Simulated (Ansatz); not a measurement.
# Mo2NO2 monolayer: a soft mode frozen in, part 2 of 2

Wanted: the energy along a soft mode of Mo2NO2 monolayer and the structure at the end.

Ansatz 0.2.0; DFT PBEsol, scalar-relativistic, plane waves, PAW; PAW set soft_1.

So far, highest frequency on the path or at a solved wavevector (cm⁻¹): step 2 (phonons on a q mesh) 720. Also lowest frequency on the path (cm⁻¹): step 2 -170.

## 5. Energy along the mode, all amplitudes (two of the runs are shown above)

An imaginary frequency means negative curvature, so the energy should fall and then rise again as anharmonic terms take over.

Numbers from this step:

* depth at the lowest point sampled: 5.386 meV/atom
* largest atomic shift at that point: 0.14 Å

Energy from the parent against largest atomic shift:

```csv
largest atomic shift (Å),energy from the parent (meV/atom)
0.000,0
0.040,-0.708
0.080,-2.51
0.140,-5.39
0.220,-3.21
0.320,29.1
```

Displacement at unit largest shift by atom:

```
atom  x (Å)   y (Å)   z (Å)   size
  N1  0.000  -0.216  -0.976  1.000
  N2  0.000   0.216   0.976  1.000
 Mo3  0.000   0.516  -0.029  0.517
 Mo4  0.000  -0.516   0.029  0.517
 Mo5  0.000  -0.516   0.029  0.517
 Mo6  0.000   0.516  -0.029  0.517
  O7  0.000   0.100  -0.488  0.498
  O8  0.000  -0.100   0.488  0.498
  O9  0.000  -0.100   0.488  0.498
 O10  0.000   0.100  -0.488  0.498
```

The lowest of the steps tried is at 0.14 Å, 5.39 meV/atom below the parent; the bottom of the well need not coincide with a step.

## 6. Relaxation from the frozen mode

Starting from the lowest point found, all atoms and the cell are let go, so that strain and other modes of the same symmetry can join in.

input.yaml reads:

```yaml
crystal:
  lattice:
    - [3.1275982884, 0.0, 0.0]
    - [1.0e-10, 5.4171591411, 0.0]
    - [0.0, 0.0, 32.6]
  atoms:
    - { symbol: "N", position: [0.5, 0.49442299, 0.302555173] }
    - { symbol: "N", position: [0.0, 0.00557701, 0.3109417596] }
    - { symbol: Mo, position: [0.0, 0.346667569, 0.3383959354] }
    - { symbol: Mo, position: [0.5, 0.8199990976, 0.3386479964] }
    - { symbol: Mo, position: [0.5, 0.153332431, 0.2751009971] }
    - { symbol: Mo, position: [0.0, 0.6800009024, 0.2748489361] }
    - { symbol: O, position: [0.5, 0.1692538446, 0.3679307898] }
    - { symbol: O, position: [0.0, 0.6640794887, 0.372124386] }
    - { symbol: O, position: [0.0, 0.3307461554, 0.2455661428] }
    - { symbol: O, position: [0.5, 0.8359205113, 0.2413725465] }
  periodic: [true, true, false]
kpoints:
  mp_grid: { grid: [12, 8, 1] }
hamiltonian:
  xc: pbesol
  pseudopotentials: { kind: paw, azcp: { folder: soft_1 }, xc_functional: pbe }
scf:
  occupations: { method: methfessel_paxton, width: 0.2 }
output:
  forces: true
  stress: true
  eigenvalues: true
  write_density: true
  write_potential: true
  elf: true
  volumetric_format: npy
relax:
  adjacent_minimum: "off"
  f_tol: 0.002
  max_steps: 120
  cell: { stress_2d_tol: 0.005 }
```

The run is started by

```
$ ansatz run input.yaml --threads 8 --pin off --max-ram 16384MiB --backend cpu --events-out ev --progress --plain --runs-dir out
```

Numbers of over 12 decimals in the logs are rounded to 6 here.

Log:

```text
[...]
Crystal: 10 atoms, lattice volume = 552.332 Å³
Basis set: ecut = 420 eV, 10785 PW (Γ), exchange–correlation on 48×80×450 points (8 copies of the dense FFT grid, shifted against one another)
Bands: 55, of which v1, the nominal top of the filled ones, is band 45 counted from 1 (44 counted from 0)
Symmetry: 4 space group operations
[...]
k-points: 35 of 96
[...]
SCF iter   1: F=—  HF=-22608.089047 eV  |F-HF|=—  |Δ(HF+E_count)|=         —  Δρ=9.78e-2  dr2=6.30e1  ethr=3.10e-3  ⟨swp⟩=11.5  Hψ=13048  notcnv=0
[...]
SCF iter  12: F=-22591.726086 eV  HF=-22591.726086 eV  |F-HF|=1.69e-8  |Δ(HF+E_count)|=   7.44e-8  S|Δr|=    0.00e0  Δρ=2.44e-7  dr2=2.69e-10  ethr=4.96e-12  ⟨swp⟩=11.7  Hψ=18007  notcnv=0
SCF 1 converged in 12 iterations: F = -22591.726086 eV  dr2 = 2.69e-10
[...]
relax step   1: F+E_penalty+E_count = -22591.72608614 eV  Δ(F+E_penalty+E_count) = +0.000e0 eV  max|allowed force component| = 2.555e-1 eV/Å  Δτ_max = 0.0000 Å  P = -1.188 N/m  Ω = 552.332 Å³  fix = [c, alpha, beta]  reactions: c -0.000 N/m; alpha +0.000 N/m/rad  (12 SCF iters, dr2 threshold 1.00e-7 eV, accepted)
[... from here on, the SCF cycles and remarks between the steps are left out ...]
relax step   2: F+E_penalty+E_count = -22591.76490486 eV  Δ(F+E_penalty+E_count) = -3.882e-2 eV  max|allowed force component| = 3.831e-1 eV/Å  Δτ_max = 0.0534 Å  P = -0.152 N/m  Ω = 543.621 Å³  energy of the carried Pulay correction = +4.076e-3 eV  fix = [c, alpha, beta]  reactions: c +0.000 N/m; alpha +0.000 N/m/rad  (6 SCF iters, dr2 threshold 1.00e-6 eV, accepted)
relax step   3: F+E_penalty+E_count = -22591.81426982 eV  Δ(F+E_penalty+E_count) = -4.936e-2 eV  max|allowed force component| = 5.174e-1 eV/Å  Δτ_max = 0.0408 Å  P = +0.287 N/m  Ω = 538.856 Å³  energy of the carried Pulay correction = +6.334e-3 eV  fix = [c, alpha, beta]  reactions: c +0.000 N/m; alpha +0.000 N/m/rad  (6 SCF iters, dr2 threshold 1.00e-6 eV, accepted)
relax step   4: F+E_penalty+E_count = -22591.89661804 eV  Δ(F+E_penalty+E_count) = -8.235e-2 eV  max|allowed force component| = 6.506e-1 eV/Å  Δτ_max = 0.0538 Å  P = +0.687 N/m  Ω = 533.173 Å³  energy of the carried Pulay correction = +9.052e-3 eV  fix = [c, alpha, beta]  reactions: c +0.000 N/m; alpha +0.000 N/m/rad  (6 SCF iters, dr2 threshold 1.00e-6 eV, accepted)
relax step   5: F+E_penalty+E_count = -22591.97829077 eV  Δ(F+E_penalty+E_count) = -8.167e-2 eV  max|allowed force component| = 6.226e-1 eV/Å  Δτ_max = 0.0531 Å  P = +1.040 N/m  Ω = 528.319 Å³  energy of the carried Pulay correction = +1.140e-2 eV  fix = [c, alpha, beta]  reactions: c +0.000 N/m; alpha +0.000 N/m/rad  (6 SCF iters, dr2 threshold 1.00e-6 eV, accepted)
relax step   6: F+E_penalty+E_count = -22591.95945432 eV  Δ(F+E_penalty+E_count) = +1.884e-2 eV  max|allowed force component| = 8.506e-1 eV/Å  Δτ_max = 0.1952 Å  P = +0.783 N/m  Ω = 520.325 Å³  energy of the carried Pulay correction = +1.530e-2 eV  fix = [c, alpha, beta]  (6 SCF iters, dr2 threshold 1.00e-6 eV, rejected (line search))
relax step   7: F+E_penalty+E_count = -22592.13129095 eV  Δ(F+E_penalty+E_count) = -1.530e-1 eV  max|allowed force component| = 3.440e-1 eV/Å  Δτ_max = 0.0870 Å  P = +1.648 N/m  Ω = 526.367 Å³  energy of the carried Pulay correction = +1.235e-2 eV  fix = [c, alpha, beta]  reactions: c +0.000 N/m; alpha -0.000 N/m/rad  (12 SCF iters, accepted)
relax step   8: F+E_penalty+E_count = -22592.13898855 eV  Δ(F+E_penalty+E_count) = -7.698e-3 eV  max|allowed force component| = 2.988e-1 eV/Å  Δτ_max = 0.0820 Å  P = -0.382 N/m  Ω = 532.810 Å³  energy of the carried Pulay correction = +9.227e-3 eV  fix = [c, alpha, beta]  reactions: c -0.000 N/m; alpha -0.000 N/m/rad  (7 SCF iters, dr2 threshold 1.00e-6 eV, accepted)
relax step   9: F+E_penalty+E_count = -22592.17796125 eV  Δ(F+E_penalty+E_count) = -3.897e-2 eV  max|allowed force component| = 1.747e-1 eV/Å  Δτ_max = 0.0462 Å  P = -0.405 N/m  Ω = 534.069 Å³  energy of the carried Pulay correction = +8.622e-3 eV  fix = [c, alpha, beta]  reactions: c +0.000 N/m; alpha +0.000 N/m/rad  (7 SCF iters, dr2 threshold 1.00e-6 eV, accepted)
relax step  10: F+E_penalty+E_count = -22592.18134585 eV  Δ(F+E_penalty+E_count) = -3.385e-3 eV  max|allowed force component| = 8.105e-2 eV/Å  Δτ_max = 0.0147 Å  P = +0.517 N/m  Ω = 533.786 Å³  energy of the carried Pulay correction = +8.757e-3 eV  fix = [c, alpha, beta]  reactions: c +0.000 N/m; alpha -0.000 N/m/rad  (6 SCF iters, dr2 threshold 1.00e-6 eV, accepted)
relax step  11: F+E_penalty+E_count = -22592.18008801 eV  Δ(F+E_penalty+E_count) = +1.258e-3 eV  max|allowed force component| = 1.445e-1 eV/Å  Δτ_max = 0.0161 Å  P = -0.110 N/m  Ω = 533.821 Å³  energy of the carried Pulay correction = +8.741e-3 eV  fix = [c, alpha, beta]  (6 SCF iters, dr2 threshold 4.11e-7 eV, rejected (line search))
[...]
relax step  15: F+E_penalty+E_count = -22592.18210132 eV  Δ(F+E_penalty+E_count) = +2.107e-5 eV  max|allowed force component| = 1.427e-3 eV/Å  Δτ_max = 0.0002 Å  P = +0.004 N/m  Ω = 534.371 Å³  energy of the carried Pulay correction = +8.477e-3 eV  fix = [c, alpha, beta]  reactions: c +0.000 N/m; alpha -0.000 N/m/rad  (5 SCF iters, dr2 threshold 5.93e-10 eV, accepted)
relax step  16: F+E_penalty+E_count = -22592.18208683 eV  Δ(F+E_penalty+E_count) = +1.449e-5 eV  max|allowed force component| = 1.388e-3 eV/Å  Δτ_max = 0.0003 Å  P = -0.000 N/m  Ω = 534.403 Å³  energy of the carried Pulay correction = +8.462e-3 eV  fix = [c, alpha, beta]  reactions: c +0.000 N/m; alpha +0.000 N/m/rad  (8 SCF iters, dr2 threshold 3.75e-11 eV, accepted)
relax step  17: F+E_penalty+E_count = -22592.18300685 eV  Δ(F+E_penalty+E_count) = -9.200e-4 eV  max|allowed force component| = 1.210e-3 eV/Å  Δτ_max = 0.0000 Å  P = -0.003 N/m  Ω = 534.403 Å³  fix = [c, alpha, beta]  reactions: c +0.000 N/m; alpha +0.000 N/m/rad  stress off target by 1.54e-1 N/m on what of the cell is left free  SCF on the basis re-selected at this cell (its energy is not comparable with the rows above)  (9 SCF iters)
relax step  18: F+E_penalty+E_count = -22592.18319719 eV  Δ(F+E_penalty+E_count) = -1.903e-4 eV  max|allowed force component| = 4.970e-3 eV/Å  Δτ_max = 0.0020 Å  P = -0.000 N/m  Ω = 534.248 Å³  energy of the carried Pulay correction = +7.413e-5 eV  fix = [c, alpha, beta]  reactions: c +0.000 N/m; alpha +0.000 N/m/rad  (6 SCF iters, dr2 threshold 2.93e-8 eV, accepted)
relax step  19: F+E_penalty+E_count = -22592.18320046 eV  Δ(F+E_penalty+E_count) = -3.267e-6 eV  max|allowed force component| = 1.895e-3 eV/Å  Δτ_max = 0.0004 Å  P = -0.004 N/m  Ω = 534.252 Å³  energy of the carried Pulay correction = +7.201e-5 eV  fix = [c, alpha, beta]  reactions: c -0.000 N/m; alpha +0.000 N/m/rad  (6 SCF iters, dr2 threshold 1.54e-9 eV, accepted)
relax step  20: F+E_penalty+E_count = -22592.18315321 eV  Δ(F+E_penalty+E_count) = +4.726e-5 eV  max|allowed force component| = 1.903e-3 eV/Å  Δτ_max = 0.0000 Å  P = -0.004 N/m  Ω = 534.252 Å³  fix = [c, alpha, beta]  reactions: c -0.000 N/m; alpha +0.000 N/m/rad  stress off target by 7.39e-3 N/m on what of the cell is left free  SCF on the basis re-selected at this cell (its energy is not comparable with the rows above)  (8 SCF iters)
relax step  21: F+E_penalty+E_count = -22592.18316167 eV  Δ(F+E_penalty+E_count) = -8.469e-6 eV  max|allowed force component| = 1.255e-3 eV/Å  Δτ_max = 0.0004 Å  P = -0.002 N/m  Ω = 534.238 Å³  energy of the carried Pulay correction = +6.895e-6 eV  fix = [c, alpha, beta]  reactions: c -0.000 N/m; alpha +0.000 N/m/rad  (8 SCF iters, dr2 threshold 6.72e-11 eV, accepted)
relax step  22: F+E_penalty+E_count = -22592.18315376 eV  Δ(F+E_penalty+E_count) = +7.919e-6 eV  max|allowed force component| = 1.255e-3 eV/Å  Δτ_max = 0.0000 Å  P = -0.002 N/m  Ω = 534.238 Å³  fix = [c, alpha, beta]  reactions: c -0.000 N/m; alpha +0.000 N/m/rad  stress off target by 3.25e-3 N/m on what of the cell is left free  SCF on the basis re-selected at this cell (its energy is not comparable with the rows above)  (9 SCF iters)
[...]
SCF converged after 9 iterations
[...]
Free energy (F): -22592.183154 eV
[...]
Internal energy: -22592.190699 eV  (E = F + TS)
E sigma→0 (E₀):  -22592.185040 eV
Entropy (-TS):   0.007545 eV (0.755 meV/atom)
Fermi energy:    -6.309887 eV
Step filling:    the computed levels leave a gap of 0.0000 eV = 0.0 smearing widths at the electron count; against every level under it full and every level over it empty, smearing changes F+E_penalty+E_count by -2.072 meV and its σ→0 estimate by -3.958 meV
[...]
--- Forces (eV/Å), atoms counted from 1 ---
  atom   1  N     -0.00000000    -0.00019753    -0.00013891
  atom   2  N      0.00000000     0.00019753     0.00013891
  atom   3  Mo     0.00000000     0.00120495     0.00046323
  atom   4  Mo    -0.00000000    -0.00017112     0.00039002
  atom   5  Mo    -0.00000000    -0.00120495    -0.00046323
  atom   6  Mo     0.00000000     0.00017112    -0.00039002
  atom   7  O     -0.00000000    -0.00030589     0.00070124
  atom   8  O     -0.00000000    -0.00088456    -0.00125488
  atom   9  O      0.00000000     0.00030589    -0.00070124
  atom  10  O      0.00000000     0.00088456     0.00125488
  max |Σ_I F_I| component: 0.00e0 eV/Å
--- 2D stress c σ (N/m, compression-positive) ---
       -0.000914      -0.000000      -0.000000
       -0.000000      -0.003245      -0.000000
       -0.000000      -0.000000      -0.000000
  P = ½ c Tr σ = -0.0021 N/m
--- Band table (eV; the first three rows and the last of 35) ---
  k-point 0: bands = [... 41 lower, -8.1311, -7.7352, -6.6490, -6.5373, -5.9758, -5.8151, -5.3726, -4.4067, ... 6 higher]
  k-point 1: bands = [... 41 lower, -8.2408, -7.7104, -6.6623, -6.5988, -6.2466, -5.5363, -5.4697, -4.4364, ... 6 higher]
  k-point 2: bands = [... 41 lower, -8.0083, -7.7156, -6.8221, -6.8209, -6.2919, -5.5549, -5.3094, -4.4469, ... 6 higher]
  k-point 34: bands = [... 41 lower, -8.0763, -7.0191, -7.0191, -5.7917, -5.7917, -5.2840, -5.2840, -4.5808, ... 6 higher]
--- Relaxed structure (19 steps of the walk, 17 accepted, 3 SCFs on fresh bases) ---
  F+E_penalty+E_count = -22592.18315376 eV   max|allowed force component| = 1.255e-3 eV/Å   (the final SCF, on the basis selected at the relaxed cell)
  cell:  # Å, volume = 534.2379 Å³
    - [3.248053, -2.99793219888791e-11, 0]
    - [4.656847960944066e-11, 5.045382, 0]
    - [0, 0, 32.6]
  atoms:
    - { symbol: N, position: [0.5, 0.489104, 0.302591] }
    - { symbol: N, position: [1.2488153657506127e-18, 0.010896, 0.310906] }
    - { symbol: Mo, position: [7.601254212952031e-18, 0.385770, 0.339500] }
    - { symbol: Mo, position: [0.500000, 0.832205, 0.340926] }
    - { symbol: Mo, position: [0.500000, 0.114230, 0.273997] }
    - { symbol: Mo, position: [-1.3514471516453824e-19, 0.667795, 0.272571] }
    - { symbol: O, position: [0.500000, 0.197446, 0.368327] }
    - { symbol: O, position: [5.103751023068323e-18, 0.705846, 0.375910] }
    - { symbol: O, position: [-5.942792384554293e-18, 0.302554, 0.245170] }
    - { symbol: O, position: [0.500000, 0.794154, 0.237587] }
```

Run time: 5 min. Hardware: 8 threads of Arm Neoverse V2, shared host; peak memory 2.1 GiB; 39 min of CPU time.

The steps of the relaxation:

```
step  energy less that of the first step (eV)  largest force component (eV/Å)  volume (Å³)
   1                                   0.0000                          0.2555       552.33
   2                                  -0.0388                          0.3831       543.62
   3                                  -0.0882                          0.5174       538.86
   4                                  -0.1705                          0.6506       533.17
   5                                  -0.2522                          0.6226       528.32
   6                                  -0.2334                          0.8506       520.33
   7                                  -0.4052                          0.3440       526.37
   8                                  -0.4129                          0.2988       532.81
   9                                  -0.4519                          0.1747       534.07
  10                                  -0.4553                          0.0810       533.79
  11                                  -0.4540                          0.1445       533.82
  12                                  -0.4559                          0.0267       534.55
  13                                  -0.4560                          0.0075       534.35
  14                                  -0.4560                          0.0031       534.32
  15                                  -0.4560                          0.0014       534.37
  16                                  -0.4560                          0.0014       534.40
 17*                                  -0.4569                          0.0012       534.40
  18                                  -0.4571                          0.0050       534.25
  19                                  -0.4571                          0.0019       534.25
 20*                                  -0.4571                          0.0019       534.25
  21                                  -0.4571                          0.0013       534.24
 22*                                  -0.4571                          0.0013       534.24
```

Relaxation steps marked * repeat the geometry before them on a plane-wave basis chosen anew for their cell, so energy and pressure can jump there. Relaxation steps 6, 11 were tried and not accepted.

The run keeps the 4 symmetry operations that it works with, so distortions that break them were not tested.

| cell as run | before | after | change |
| --- | --- | --- | --- |
| a (Å) | 3.128 | 3.248 | +3.9 % |
| b (Å) | 5.417 | 5.045 | -6.9 % |

The atoms that moved most (Å, along periodic axes as changes of fractional coordinates times the final cell, across vacuum about the mean position):

```
atom     dx      dy      dz  length
 O10  0.000  -0.211  -0.123   0.244
  O8  0.000   0.211   0.123   0.244
 Mo3  0.000   0.197   0.036   0.201
 Mo5  0.000  -0.197  -0.036   0.201
  O7  0.000   0.142   0.013   0.143
  O9  0.000  -0.142  -0.013   0.143
 Mo4  0.000   0.062   0.074   0.096
 Mo6  0.000  -0.062  -0.074   0.096
```

The relaxed structure:

```
N Mo O
1.0
     3.24805    0.00000    0.00000
     0.00000    5.04538    0.00000
     0.00000    0.00000   32.60000
N Mo O
2 4 4
Direct
  0.50000 0.48910 0.30259
  0.00000 0.01090 0.31091
  0.00000 0.38577 0.33950
  0.50000 0.83220 0.34093
  0.50000 0.11423 0.27400
  0.00000 0.66780 0.27257
  0.50000 0.19745 0.36833
  0.00000 0.70585 0.37591
  0.00000 0.30255 0.24517
  0.50000 0.79415 0.23759
```

Numbers from this step:

- area per atom: 1.639 Å²

Valence density in the bc plane at fractional x = 0.000, with atoms of N and Mo and O within 0.2 Å of it. It is the smooth field of the valence electrons, not physical close to the nuclei.

Ten steps, logarithmic in the rise over the least value, from '0' (0.0 e/Å³) to '9' (5.5 e/Å³), each cell a mean:
```
00000000000000
00000000000000
00000000000000
00000000000000
00000000000000
00000000000000
00000000000000
00000000000000
00000000000000
00000000000000
00000000000000
00000000000000
00000000000000
00000000000000
00011123688741
43468997677644
87656776665568
44578757999754
12478753233211
00000000000000
00000000000000
00000000000000
00000000000000
00000000000000
```
Columns run along b (5.0 Å), rows up along c (32.6 Å). Atoms in or near the plane, at fractional coordinates: N at (0.01, 0.31), Mo at (0.39, 0.34), Mo at (0.67, 0.27), O at (0.71, 0.38), O at (0.30, 0.25).

ELF in the bc plane at fractional x = 0.000, with atoms of N and Mo and O within 0.2 Å of it. It is the smooth field of the valence electrons, not physical close to the nuclei.

Ten even steps from '_' (0.00) to '@' (0.73), each cell a mean:
```
____________________________
____________________________
____________________________
____________________________
____________________________
____________________________
____________________________
____________________________
____________________________
____________________________
____________________________
____________________________
____________________________
________________..::::..____
____________..**@@@@@@@@##::
----::++%%####**++****++==--
**@@%%--==++****++++--==%%%%
----++******++++%%%%%%##----
__--##@@@@@@%%--......______
______......________________
____________________________
____________________________
____________________________
____________________________
```
Columns run along b (5.0 Å), rows up along c (32.6 Å). Atoms in or near the plane, at fractional coordinates: N at (0.01, 0.31), Mo at (0.39, 0.34), Mo at (0.67, 0.27), O at (0.71, 0.38), O at (0.30, 0.25).

Electrostatic potential energy in the bc plane at fractional x = 0.000, with atoms of N and Mo and O within 0.2 Å of it. With pseudopotentials it is smooth inside the atoms' cores, unlike the true potential.

Ten even steps from '0' (-45 eV) to '9' (0 eV), each cell a mean:
```
99999999999999
99999999999999
99999999999999
99999999999999
99999999999999
99999999999999
99999999999999
99999999999999
99999999999999
99999999999999
99999999999999
99999999999999
99999999999999
99999999999999
99999999744699
88731002555688
02664445555761
88855562000168
99854589888899
99999999999999
99999999999999
99999999999999
99999999999999
99999999999999
```
Columns run along b (5.0 Å; values clipped at the 3rd and 97th percentile), rows up along c (32.6 Å). Atoms in or near the plane, at fractional coordinates: N at (0.01, 0.31), Mo at (0.39, 0.34), Mo at (0.67, 0.27), O at (0.71, 0.38), O at (0.30, 0.25).

The distorted start has space group P2_1/m; the relaxation ends in P2_1/m.

## 7. Outcome

```json
{
 "unstable mode of the parent": "q = (0, -0.5, 0), 133i cm⁻¹",
 "depth at the lowest point sampled": "5.39 meV/atom",
 "largest atomic shift at that point": "0.14 Å",
 "space group reached (within 0.01 Å)": "P2_1/m",
 "energy gained over the parent (first relaxation, on the mesh of the frozen mode)": "51.5 meV/atom",
 "area per atom, phase reached": "1.64 Å²"
}
```

What this shows: Along this mode the structure falls into P2_1/m, 51.5 meV/atom below the parent. At the parent's cell the well is 5.386 meV/atom deep on the steps tried, with its lowest point at a shift of 0.14 Å. Relaxing atoms and cell changes the gain by +46.12 meV/atom against the lowest step (energies at zero smearing). Most of the total comes from this relaxation. The modes of the phase reached were not computed on this path. Of the 2 patterns followed to their end from this parent, this one ends 12.4 meV/atom above the lowest, P2/c. Each path keeps the symmetry of its pattern, so a lower phase may lie along a pattern not tried. With no gap, or one that is small against the smearing, the frequencies hang on the k mesh and the smearing, most of all near Kohn anomalies. The phonon runs are without spin polarisation, although the cell has an odd electron count. In a sheet or slab the interpolated bending branch near Γ is rough, since the rotational sum rule isn't imposed. The PAW files were made for PBE and serve the other functionals too. A phonon run warned that its eigensolver left some bands unconverged in a pass. The starting cell was built on a prototype and not taken from a measurement.

[Logs are printed without paths, hosts, clocks, repeated set-up lines and the standing remarks that a program may print on its own settings, such as how far it seeks lower states.]

[Hosts, paths, dates, database ids (printed as entryN), source tags and the programs' standing remarks are cut or masked in the printed files.]
